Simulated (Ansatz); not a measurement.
# ZnO (P6_3mc): how ε∞ follows the gap

The empty bands of ZnO (P6_3mc) are shifted up rigidly by Δ, and ε∞ along x is computed for each shift. x, y and z are the Cartesian axes of the input cell.

The structure is hexagonal, space group P6_3mc (No. 186). The conventional cell has a = 3.249 Å, b = 3.249 Å, c = 5.206 Å, α = 90.00°, β = 90.00°, γ = 120.00°. Zn on site b has 4 O at 1.97 to 1.98 Å as nearest neighbours. O on site b has 4 Zn at 1.97 to 1.98 Å as nearest neighbours.

Method: Ansatz 0.2.0, PBE, independent particles, k-mesh 9×9×5 with interpolation inside its cells, Gaussian parameter 0.1 eV.

Launch of the response step: `ansatz run input.yaml --threads 4 --pin off --max-ram 8192MiB --backend cpu --events-out ev --progress --plain --runs-dir out`. The series took 2.0 min in all, on 4 threads of Intel(R) Xeon(R) Platinum 8375C CPU @ 2.90GHz (Ice Lake), with other jobs on the host.

```
Δ (eV)  ε∞ along x
  0.00       5.194
  0.40       4.802
  0.80       4.518
  1.20       4.294
  1.60           ?
  2.00       3.954
```

With one effective transition at E₀ and fixed dipole strength, ε∞ − 1 = A/(E₀ + Δ), so 1/(ε∞ − 1) is linear in Δ.

Working, on the rows shown:

| x = Δ (eV) | y = 1/(ε∞ − 1) |
| --- | --- |
| 0 | 0.238436 |
| 0.4 | 0.263019 |
| 0.8 | 0.284252 |
| 1.2 | 0.303582 |
| 2 | 0.338524 |

Means: x̄ = 0.88, ȳ = 0.28556. Σ(x − x̄)(y − ȳ) = 0.1175, Σ(x − x̄)² = 2.368. Slope = 0.1175 / 2.368 = 0.04961; intercept = ȳ − slope · x̄ = 0.2419. Turned back into ε∞ along x, the line misses the rows shown by at most 0.06.

Problem. What does the fit predict for the withheld row, and how well does it do?

Solution. At x = 1.6 the line gives y = 0.32128, that is 4.113. The run gave 4.111, so the interpolation is off by 0.0015, 0.1 % of the range in the table.

Refitted with all rows, the slope is 0.04965 and the intercept 0.2419. These give E₀ = intercept/slope = 4.9 eV, far above the least direct gap of 0.80 eV: most of the screening comes from transitions well over the edge. Over the first step ε∞ falls by 19 % per eV. Excitons are left out and so are local fields; PBE gaps are as a rule too small.

[Logs are printed without paths, hosts, clocks, repeated set-up lines and the standing remarks that a program may print on its own settings, such as how far it seeks lower states.]
